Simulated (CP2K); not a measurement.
Cyanoacetylene has these distinct C atoms: C1 (bonded to C and H), C2 (bonded to 2 C) and C3 (bonded to C and N).

```xyz
5

C    -1.2850   -0.1706   -0.0260
C    -0.0801   -0.0136   -0.0010
C     1.2757    0.1674    0.0263
N     2.4364    0.3251    0.0474
H    -2.3471   -0.3082   -0.0466
```

Their partial C K spectra (CP2K XAS_TDP, all-electron GAPW, PBEh(45%), aug-cc-pVTZ, TDA, GW2X-corrected core level, no relativity) are given in random order, each times the number of alike atoms.

Gaussian full width 0.5 eV, oscillator strength per eV, alike atoms added, rows of zeros left out:

```csv
E (eV),curve 1,curve 2,curve 3
284.50,0.000,0.000,0.009
284.75,0.000,0.000,0.084
285.00,0.000,0.000,0.189
285.25,0.000,0.001,0.109
285.50,0.000,0.018,0.016
285.75,0.000,0.090,0.001
286.00,0.001,0.118,0.000
286.25,0.021,0.039,0.000
286.50,0.102,0.003,0.000
286.75,0.127,0.000,0.000
287.00,0.040,0.000,0.000
287.25,0.003,0.000,0.000
288.50,0.000,0.000,0.001
288.75,0.000,0.000,0.008
289.00,0.000,0.000,0.018
289.25,0.000,0.000,0.010
289.50,0.000,0.000,0.003
289.75,0.000,0.000,0.005
290.00,0.000,0.000,0.004
290.25,0.000,0.001,0.006
290.50,0.000,0.009,0.018
290.75,0.000,0.050,0.015
291.00,0.000,0.069,0.004
291.25,0.001,0.028,0.001
291.50,0.018,0.022,0.002
291.75,0.086,0.037,0.001
292.00,0.113,0.037,0.000
292.25,0.041,0.018,0.001
292.50,0.008,0.015,0.005
292.75,0.006,0.039,0.017
293.00,0.009,0.036,0.019
293.25,0.016,0.012,0.021
293.50,0.011,0.002,0.028
293.75,0.013,0.003,0.012
294.00,0.015,0.005,0.002
294.25,0.005,0.002,0.002
294.50,0.000,0.002,0.002
294.75,0.000,0.004,0.008
295.00,0.001,0.002,0.031
295.25,0.004,0.001,0.033
295.50,0.005,0.004,0.011
295.75,0.006,0.005,0.011
296.00,0.003,0.002,0.032
296.25,0.001,0.003,0.038
296.50,0.001,0.013,0.022
296.75,0.000,0.019,0.005
297.00,0.000,0.011,0.000
297.25,0.000,0.008,0.000
297.50,0.000,0.004,0.001
297.75,0.002,0.003,0.002
```

Question: Which curve belongs to which atom?

Curve 1: C3 (bonded to C and N), leading line at 286.67 eV (f = 0.074 an atom), ionisation energy 292.91 eV, term value 6.24 eV. Curve 2: C2 (bonded to 2 C), leading line at 285.92 eV (f = 0.067 an atom), ionisation energy 292.09 eV, term value 6.17 eV. Curve 3: C1 (bonded to C and H), leading line at 285.02 eV (f = 0.102 an atom), ionisation energy 291.67 eV, term value 6.65 eV. The leading line of an atom is its first one with 35 % of the strongest within 2.5 eV of its lowest line over the strength cut. A line lies at the core ionisation energy, which rises as an atom loses charge to its neighbours or to a π system, less the term value, which is large for a low π* or σ* orbital with weight on that atom.

[Banner, clock and machine lines of the logs are left out without a mark of their own.]

[Logs are printed without paths, hosts, clocks, repeated set-up lines and the standing remarks that a program may print on its own settings, such as how far it seeks lower states.]

[Hosts, paths, dates, database ids (printed as entryN), source tags and the programs' standing remarks are cut or masked in the printed files.]
